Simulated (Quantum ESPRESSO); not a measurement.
**Fe: which magnetic order is lowest**

A self-consistent run ends on one state, which hangs on the start. Several orders of Fe are started in Quantum ESPRESSO and their energies compared.

Method: PBE; plane waves with GBRV 1.5 PBE potentials, no spin-orbit coupling, in Quantum ESPRESSO 7.5.

The database entry behind the starting cell differs from later determinations by our own check (about 0.2 % short), so it need not match the best structure at ambient conditions.

### Step 1. Starting point

The structure is cubic, space group Im-3m (No. 229). The conventional cell has a = 2.860 Å, b = 2.860 Å, c = 2.860 Å, α = 90.00°, β = 90.00°, γ = 90.00°. Nearest to Fe lie 8 Fe at 2.48 Å.

Structure file:

```cif
data_structure
_symmetry_space_group_name_H-M 'Im-3m'
_symmetry_Int_Tables_number 229
_cell_length_a 2.8605
_cell_length_b 2.8605
_cell_length_c 2.8605
_cell_angle_alpha 90.000
_cell_angle_beta 90.000
_cell_angle_gamma 90.000
_cell_volume 23.41
loop_
_atom_site_label
_atom_site_type_symbol
_atom_site_symmetry_multiplicity
_atom_site_Wyckoff_symbol
_atom_site_fract_x
_atom_site_fract_y
_atom_site_fract_z
_atom_site_occupancy
Fe1 Fe 2 a 0.00000 0.00000 0.00000 1
```

The cell comes from the Crystallography Open Database.

### Step 2. Run 1 (ferro +)

The signs are those of the starting moments on the seeded atoms, the atoms that are given a moment.

Contents of pw.in:

```
&CONTROL
  calculation = 'scf'
  prefix = 'pwscf'
  outdir = './tmp'
  pseudo_dir = './pseudo'
  disk_io = 'nowf'
/
&SYSTEM
  ibrav = 0
  celldm(1) = 8
  nat = 1
  ntyp = 1
  ecutwfc = 40
  ecutrho = 280
  nbnd = 15
  occupations = 'smearing'
  smearing = 'fd'
  degauss = 0.00367493
  nspin = 2
  starting_magnetization(1) = 0.175
/
&ELECTRONS
  conv_thr = 2d-09
  electron_maxstep = 150
  mixing_beta = 0.3
/
ATOMIC_SPECIES
Fe     55.8450 fe_pbe_v1.5.uspp.F.UPF
CELL_PARAMETERS alat
  -0.3378452365606    0.3378452365606    0.3378452365606
   0.3378452365606   -0.3378452365606    0.3378452365606
   0.3378452365606    0.3378452365606   -0.3378452365606
ATOMIC_POSITIONS crystal
Fe      0.0000000000    0.0000000000    0.0000000000
K_POINTS automatic
16 16 16 0 0 0
```

The run is started by

```sh
$ OMP_NUM_THREADS=1 mpirun -n 4 pw.x -nk 4 -in pw.in > pw.out
```

The program printed:

```text
Program PWSCF v.7.5 starts

     Message from routine setup:
     using ibrav=0 with symmetry is DISCOURAGED, use correct ibrav instead

     K-points division:     npool     =       4
     Subspace diagonalization in iterative solution of the eigenvalue problem:

     G-vector sticks info
     --------------------
     sticks:   dense  smooth     PW     G-vecs:    dense   smooth      PW
     Sum         467     265    117                 6339     2731     767

     Using Slab Decomposition

     bravais-lattice index     =            0
     lattice parameter (alat)  =       8.0000  a.u.
     unit-cell volume          =      78.9739 (a.u.)^3
     number of atoms/cell      =            1
     number of atomic types    =            1
     number of electrons       =        16.00
     number of Kohn-Sham states=           15
     kinetic-energy cutoff     =      40.0000  Ry
     charge density cutoff     =     280.0000  Ry
     scf convergence threshold =      2.0E-09
     mixing beta               =       0.3000
     number of iterations used =            8  plain     mixing
     Exchange-correlation=  SLA  PW   PBX  PBC
                           (   1   4   3   4   0   0   0)

     celldm(1)=   8.000000  celldm(2)=   0.000000  celldm(3)=   0.000000
     celldm(4)=   0.000000  celldm(5)=   0.000000  celldm(6)=   0.000000

     crystal axes: (cart. coord. in units of alat)
               a(1) = (  -0.337845   0.337845   0.337845 )
               a(2) = (   0.337845  -0.337845   0.337845 )
               a(3) = (   0.337845   0.337845  -0.337845 )

     reciprocal axes: (cart. coord. in units 2 pi/alat)
               b(1) = (  0.000000  1.479968  1.479968 )
               b(2) = (  1.479968  0.000000  1.479968 )
               b(3) = (  1.479968  1.479968  0.000000 )

     PseudoPot. # 1 for Fe read from file:
     fe_pbe_v1.5.uspp.F.UPF
     Pseudo is Ultrasoft + core correction, Zval = 16.0
     Generated by new atomic code, or converted to UPF format
     Using radial grid of  861 points,  6 beta functions with:
                l(1) =   0
                l(2) =   0
                l(3) =   1
                l(4) =   1
                l(5) =   2
                l(6) =   2
     Q(r) pseudized with  8 coefficients,  rinner =    1.000   1.000   1.000
                                                       1.000   1.000

     atomic species   valence    mass     pseudopotential
     Fe               16.00    55.84500     Fe( 1.00)

     Starting magnetic structure
     atomic species   magnetization
     Fe              0.175

     48 Sym. Ops., with inversion, found

   Cartesian axes

     site n.     atom                  positions (alat units)
         1        Fe     tau(   1) = (   0.0000000   0.0000000   0.0000000  )

     number of k points=   145  Fermi-Dirac smearing, width (Ry)=  0.0037

     Number of k-points >= 100: set verbosity='high' to print them.

     Dense  grid:     6339 G-vectors     FFT dimensions: (  25,  25,  25)

     Smooth grid:     2731 G-vectors     FFT dimensions: (  20,  20,  20)

     Check: negative core charge=   -0.000065
     Generating pointlists ...
     new r_m :   0.2414 (alat units)  1.9310 (a.u.) for type    1

     Initial potential from superposition of free atoms

     starting charge      15.0000, renormalised to      16.0000
     Starting wfcs are   13 randomized atomic wfcs +    2 random wfcs

     Self-consistent Calculation

     iteration #  1     ecut=    40.00 Ry     beta= 0.30
     Davidson diagonalization with overlap
     ethr =  1.00E-02,  avg # of iterations =  4.2

     total energy              =    -249.86986312 Ry
     estimated scf accuracy    <       2.34939608 Ry

     total magnetization       =     1.99 Bohr mag/cell
     absolute magnetization    =     1.99 Bohr mag/cell

     iteration #  2     ecut=    40.00 Ry     beta= 0.30
     Davidson diagonalization with overlap
     ethr =  1.00E-02,  avg # of iterations =  1.9

     total energy              =    -250.33471192 Ry
     estimated scf accuracy    <       0.04486845 Ry

     total magnetization       =     2.46 Bohr mag/cell
     absolute magnetization    =     2.49 Bohr mag/cell

     iteration #  3     ecut=    40.00 Ry     beta= 0.30
     Davidson diagonalization with overlap
     ethr =  2.80E-04,  avg # of iterations =  1.5

     total energy              =    -250.34537742 Ry
     estimated scf accuracy    <       0.00352193 Ry

     total magnetization       =     2.33 Bohr mag/cell
     absolute magnetization    =     2.39 Bohr mag/cell

     [... further iterations left out ...]

     iteration #  8     ecut=    40.00 Ry     beta= 0.30
     Davidson diagonalization with overlap
     ethr =  5.82E-08,  avg # of iterations =  1.3

     total energy              =    -250.34671066 Ry
     estimated scf accuracy    <       0.00000075 Ry

     total magnetization       =     2.29 Bohr mag/cell
     absolute magnetization    =     2.42 Bohr mag/cell

     iteration #  9     ecut=    40.00 Ry     beta= 0.30
     Davidson diagonalization with overlap
     ethr =  4.66E-09,  avg # of iterations =  1.3

     total energy              =    -250.34671087 Ry
     estimated scf accuracy    <       0.00000004 Ry

     total magnetization       =     2.29 Bohr mag/cell
     absolute magnetization    =     2.42 Bohr mag/cell

     iteration # 10     ecut=    40.00 Ry     beta= 0.30
     Davidson diagonalization with overlap
     ethr =  2.42E-10,  avg # of iterations =  1.4

     total energy              =    -250.34671091 Ry
     estimated scf accuracy    <       0.00000005 Ry

     total magnetization       =     2.29 Bohr mag/cell
     absolute magnetization    =     2.42 Bohr mag/cell

     iteration # 11     ecut=    40.00 Ry     beta= 0.30
     Davidson diagonalization with overlap
     ethr =  2.42E-10,  avg # of iterations =  1.2

     Magnetic moment per site  (integrated on atomic sphere of radius R)
     atom   1 (R=0.241)  charge= 14.4114  magn=  2.3417

     End of self-consistent calculation

     Number of k-points >= 100: set verbosity='high' to print the bands.

     the Fermi energy is    17.5180 ev

!    total energy              =    -250.34671095 Ry
     estimated scf accuracy    <          4.4E-10 Ry
     smearing contrib. (-TS)   =      -0.00058362 Ry
     internal energy E=F+TS    =    -250.34612733 Ry

     The total energy is F=E-TS. E is the sum of the following terms:
     one-electron contribution =    -116.10824229 Ry
     hartree contribution      =      67.32592618 Ry
     xc contribution           =     -29.21348957 Ry
     ewald contribution        =    -172.35032166 Ry

     total magnetization       =     2.29 Bohr mag/cell
     absolute magnetization    =     2.42 Bohr mag/cell

     convergence has been achieved in  11 iterations

=------------------------------------------------------------------------------=
   JOB DONE.
=------------------------------------------------------------------------------=
```

The job ended after 3.6 s (4 MPI ranks of Intel Xeon 6975P-C (Granite Rapids), shared host; peak memory 0.25 GiB; 14 s of CPU time).

Spin moment in the atom's sphere by atom:

```
atom  spin moment in the atom's sphere (μB)
 Fe1                                   2.34
```

This step gave:

```yaml
smearing_term_ts: 0.007941 eV
magnetization: 2.286 μB
absolute_magnetization: 2.416 μB
final_state: ferromagnetic
```

Spin density in the ac plane of the conventional cell at fractional y = 0.000, with atoms of Fe within 0.2 Å of it.

Values in e/Å³, 14 rows by 14 columns, each cell a mean:
```
4.7 3.4 1.7 0.6 0.2 0.0 0.0 0.0 0.0 0.1 0.2 0.8 2.0 3.7
2.8 1.8 0.8 0.3 0.1 0.0 0.0 0.0 0.0 0.0 0.1 0.4 0.9 2.0
1.0 0.7 0.3 0.1 0.0 0.0 0.0 0.0 0.0 0.0 0.1 0.2 0.4 0.8
0.3 0.2 0.1 0.0 0.0 0.0 0.0 0.0 0.0 0.0 0.0 0.1 0.1 0.2
0.1 0.0 0.0 0.0 0.0 0.0 0.0 0.0 0.0 0.0 0.0 0.0 0.0 0.1
0.0 0.0 0.0 0.0 0.0 0.0 0.0 0.0 0.0 0.0 0.0 0.0 0.0 0.0
0.0 0.0 0.0 0.0 0.0 0.0 0.0 0.0 0.0 0.0 0.0 0.0 0.0 0.0
0.0 0.0 0.0 0.0 0.0 0.0 0.0 0.0 0.0 0.0 0.0 0.0 0.0 0.0
0.1 0.0 0.0 0.0 0.0 0.0 0.0 0.0 0.0 0.0 0.0 0.0 0.0 0.0
0.2 0.2 0.1 0.0 0.0 0.0 0.0 0.0 0.0 0.0 0.0 0.0 0.1 0.2
0.7 0.5 0.3 0.1 0.0 0.0 0.0 0.0 0.0 0.0 0.0 0.1 0.3 0.6
2.4 1.5 0.7 0.3 0.1 0.0 0.0 0.0 0.0 0.0 0.1 0.3 0.8 1.7
4.4 3.1 1.5 0.5 0.2 0.0 0.0 0.0 0.0 0.0 0.2 0.7 1.8 3.4
5.4 4.4 2.4 0.7 0.2 0.1 0.0 0.0 0.0 0.1 0.3 1.0 2.8 4.7
```
Columns run along a (2.9 Å), rows up along c (2.9 Å), edges of the conventional cell, whose origin can differ from the input's. Atoms in or near the plane, at fractional coordinates: Fe at (0.00, 0.00).

Valence density in the ac plane of the conventional cell at fractional y = 0.000, with atoms of Fe within 0.2 Å of it. It is the smooth field of the valence electrons, not physical close to the nuclei.

Values in e/Å³, 14 rows by 14 columns, each cell a mean:
```
23 20 10  3  1  0  0  0  0  0  1  4 12 22
15 11  5  1  1  0  0  0  0  0  1  2  6 12
 5  3  2  1  0  0  0  0  0  0  0  1  2  4
 1  1  1  0  0  0  0  0  0  0  0  0  1  1
 0  0  0  0  0  0  0  0  0  0  0  0  0  0
 0  0  0  0  0  0  0  0  0  0  0  0  0  0
 0  0  0  0  0  0  0  0  0  0  0  0  0  0
 0  0  0  0  0  0  0  0  0  0  0  0  0  0
 0  0  0  0  0  0  0  0  0  0  0  0  0  0
 1  1  1  0  0  0  0  0  0  0  0  0  1  1
 3  2  1  1  0  0  0  0  0  0  0  1  1  3
13  9  4  1  1  0  0  0  0  0  1  2  5 10
22 19  9  2  1  0  0  0  0  0  1  3 11 20
19 22 13  3  1  0  0  0  0  0  1  5 15 23
```
Columns run along a (2.9 Å), rows up along c (2.9 Å), edges of the conventional cell, whose origin can differ from the input's. Atoms in or near the plane, at fractional coordinates: Fe at (0.00, 0.00).

### Step 3. Run 2, typed as antiferro q=(1/2,1/2,1/2) +−

This order needs a doubled cell of 2 atoms. The wavevector q is in fractions of the reciprocal vectors of the crystal's primitive cell, as the cells of these inputs are built from it; moments change sign between cells as cos(2π q·R).

Contents of pw.in:

```
&CONTROL
  calculation = 'scf'
  prefix = 'pwscf'
  outdir = './tmp'
  pseudo_dir = './pseudo'
  disk_io = 'nowf'
/
&SYSTEM
  ibrav = 0
  celldm(1) = 8
  nat = 2
  ntyp = 2
  ecutwfc = 40
  ecutrho = 280
  nbnd = 23
  occupations = 'smearing'
  smearing = 'fd'
  degauss = 0.00367493
  nspin = 2
  starting_magnetization(1) = 0.175
  starting_magnetization(2) = -0.175
/
&ELECTRONS
  conv_thr = 4d-09
  electron_maxstep = 150
  mixing_beta = 0.3
/
ATOMIC_SPECIES
Fe1    55.8450 fe_pbe_v1.5.uspp.F.UPF
Fe2    55.8450 fe_pbe_v1.5.uspp.F.UPF
CELL_PARAMETERS alat
  -0.6756904731212    0.6756904731212    0.6756904731212
   0.0000000000000    0.0000000000000    0.6756904731212
   0.0000000000000    0.6756904731212    0.0000000000000
ATOMIC_POSITIONS crystal
Fe1     0.0000000000    0.0000000000    0.0000000000
Fe2     0.5000000000    0.0000000000    0.0000000000
K_POINTS automatic
8 16 16 0 0 0
```

The program printed:

```text
[banner, memory and clock lines left out]
Program PWSCF v.7.5 starts

     Message from routine setup:
     using ibrav=0 with symmetry is DISCOURAGED, use correct ibrav instead

     bravais-lattice index     =            0
     lattice parameter (alat)  =       8.0000  a.u.
     unit-cell volume          =     157.9477 (a.u.)^3
     number of atoms/cell      =            2
     number of atomic types    =            2
     number of electrons       =        32.00
     number of Kohn-Sham states=           23
     kinetic-energy cutoff     =      40.0000  Ry
     charge density cutoff     =     280.0000  Ry
     scf convergence threshold =      4.0E-09
     mixing beta               =       0.3000
     number of iterations used =            8  plain     mixing
     Exchange-correlation=  SLA  PW   PBX  PBC
                           (   1   4   3   4   0   0   0)

     celldm(1)=   8.000000  celldm(2)=   0.000000  celldm(3)=   0.000000
     celldm(4)=   0.000000  celldm(5)=   0.000000  celldm(6)=   0.000000

     crystal axes: (cart. coord. in units of alat)
               a(1) = (  -0.675690   0.675690   0.675690 )
               a(2) = (   0.000000   0.000000   0.675690 )
               a(3) = (   0.000000   0.675690   0.000000 )

     reciprocal axes: (cart. coord. in units 2 pi/alat)
               b(1) = ( -1.479968  0.000000  0.000000 )
               b(2) = (  1.479968 -0.000000  1.479968 )
               b(3) = (  1.479968  1.479968 -0.000000 )

     PseudoPot. # 1 for Fe read from file:
     fe_pbe_v1.5.uspp.F.UPF
     Pseudo is Ultrasoft + core correction, Zval = 16.0

     PseudoPot. # 2 for Fe read from file:
     fe_pbe_v1.5.uspp.F.UPF
     Pseudo is Ultrasoft + core correction, Zval = 16.0

     atomic species   valence    mass     pseudopotential
     Fe1              16.00    55.84500     Fe( 1.00)
     Fe2              16.00    55.84500     Fe( 1.00)

     Starting magnetic structure
     atomic species   magnetization
     Fe1             0.175
     Fe2            -0.175

     48 Sym. Ops., with inversion, found

   Cartesian axes

     site n.     atom                  positions (alat units)
         1        Fe1    tau(   1) = (   0.0000000   0.0000000   0.0000000  )
         2        Fe2    tau(   2) = (  -0.3378452   0.3378452   0.3378452  )

     number of k points=    85  Fermi-Dirac smearing, width (Ry)=  0.0037
                       cart. coord. in units 2pi/alat
        k(    1) = (   0.0000000   0.0000000   0.0000000), wk =   0.0004883
        k(    2) = (   0.0924980   0.0924980   0.0000000), wk =   0.0058594
        k(    3) = (   0.1849959   0.1849959   0.0000000), wk =   0.0058594
        k(    4) = (   0.2774939   0.2774939   0.0000000), wk =   0.0058594
        k(    5) = (   0.3699919   0.3699919   0.0000000), wk =   0.0058594
        [... 80 further k-points ...]

     Dense  grid:    12533 G-vectors     FFT dimensions: (  50,  30,  30)

     Smooth grid:     5449 G-vectors     FFT dimensions: (  40,  24,  24)

     Check: negative core charge=   -0.000064
     Generating pointlists ...
     new r_m :   0.2414 (alat units)  1.9310 (a.u.) for type    1
     new r_m :   0.2414 (alat units)  1.9310 (a.u.) for type    2

     Initial potential from superposition of free atoms

     starting charge      30.0000, renormalised to      32.0000
     Starting wfcs are   26 randomized atomic wfcs

     Self-consistent Calculation

     iteration #  1     ecut=    40.00 Ry     beta= 0.30
     Davidson diagonalization with overlap
     ethr =  1.00E-02,  avg # of iterations =  2.9

     total energy              =    -499.74460738 Ry
     estimated scf accuracy    <       4.59763614 Ry

     total magnetization       =     0.00 Bohr mag/cell
     absolute magnetization    =     3.73 Bohr mag/cell

     iteration #  2     ecut=    40.00 Ry     beta= 0.30
     Davidson diagonalization with overlap
     ethr =  1.00E-02,  avg # of iterations =  2.1

     total energy              =    -500.61340160 Ry
     estimated scf accuracy    <       0.03328340 Ry

     total magnetization       =    -0.00 Bohr mag/cell
     absolute magnetization    =     4.50 Bohr mag/cell

     [... further iterations left out ...]

     iteration # 17     ecut=    40.00 Ry     beta= 0.30
     Davidson diagonalization with overlap
     ethr =  1.55E-11,  avg # of iterations =  2.6

     total energy              =    -500.62370623 Ry
     estimated scf accuracy    <          8.7E-09 Ry

     total magnetization       =    -0.00 Bohr mag/cell
     absolute magnetization    =     3.74 Bohr mag/cell

     iteration # 18     ecut=    40.00 Ry     beta= 0.30
     Davidson diagonalization with overlap
     ethr =  1.55E-11,  avg # of iterations =  2.0

     Magnetic moment per site  (integrated on atomic sphere of radius R)
     atom   1 (R=0.241)  charge= 14.4134  magn=  1.8011
     atom   2 (R=0.241)  charge= 14.4133  magn= -1.8032

     End of self-consistent calculation

     Number of k-points >= 100: set verbosity='high' to print the bands.

     the Fermi energy is    17.8880 ev

!    total energy              =    -500.62370624 Ry
     estimated scf accuracy    <          3.2E-09 Ry
     smearing contrib. (-TS)   =      -0.00334523 Ry
     internal energy E=F+TS    =    -500.62036102 Ry

     The total energy is F=E-TS. E is the sum of the following terms:
     one-electron contribution =    -232.07249396 Ry
     hartree contribution      =     134.43954335 Ry
     xc contribution           =     -58.28676709 Ry
     ewald contribution        =    -344.70064332 Ry

     total magnetization       =    -0.00 Bohr mag/cell
     absolute magnetization    =     3.74 Bohr mag/cell

     convergence has been achieved in  18 iterations
```

Run time: 14 s. Hardware: 4 MPI ranks; peak memory 0.33 GiB.

Spin moment in the atom's sphere by atom:

| atom | spin moment in the atom's sphere (μB) |
| --- | --- |
| Fe1 | 1.80 |
| Fe2 | -1.80 |

Read from the output:

* smearing term TS: 0.04551 eV
* magnetization: 0 μB
* absolute magnetization: 3.744 μB
* final state: antiferromagnetic

Spin density in the ac plane at fractional y = 0.000, with atoms of Fe within 0.2 Å of it.

Ten even steps from '_' (-3.3 e/Å³) to '@' (3.4 e/Å³), each cell a mean:
```
@@##++++====--__::======++**
**++++++======----======++++
++++++++==================++
++++++======================
++====================++++++
++++================++++++++
##++++====--::::======++++##
@@**++======..__--====++++%%
```
Columns run along a (5.0 Å), rows up along c (2.9 Å). Atoms in or near the plane, at fractional coordinates: Fe at (0.00, 0.00), Fe at (0.50, 0.00).

Valence density in the ac plane at fractional y = 0.000, with atoms of Fe within 0.2 Å of it. It is the smooth field of the valence electrons, not physical close to the nuclei.

Values in e/Å³, 8 rows by 14 columns, each cell a mean:
```
21 16  3  1  0  1 10 21 17  3  1  0  1  9
 5  7  3  1  0  0  1  5  7  2  1  0  0  1
 1  1  1  0  0  0  0  1  1  1  0  0  0  0
 0  0  0  0  0  0  0  0  0  0  0  0  0  0
 0  0  0  0  0  1  0  0  0  0  0  0  1  0
 1  0  0  0  1  2  3  1  0  0  0  1  2  3
 9  2  0  0  1  7 15  9  2  0  0  1  7 16
21 10  1  0  1  6 21 21 10  1  0  1  6 21
```
Columns run along a (5.0 Å), rows up along c (2.9 Å). Atoms in or near the plane, at fractional coordinates: Fe at (0.00, 0.00), Fe at (0.50, 0.00).

(Part 1 of 2 ends here.)

[Logs and program files are shortened in this print: banners, set-up blocks, solver, clock and traceback lines can be left out without a mark of their own.]

[Logs are printed without paths, hosts, clocks, repeated set-up lines and the standing remarks that a program may print on its own settings, such as how far it seeks lower states.]

[Hosts, paths, dates, database ids (printed as entryN), source tags and the programs' standing remarks are cut or masked in the printed files.]

[Where a cell is said to come from a database of computed structures, the database is the Materials Project.]
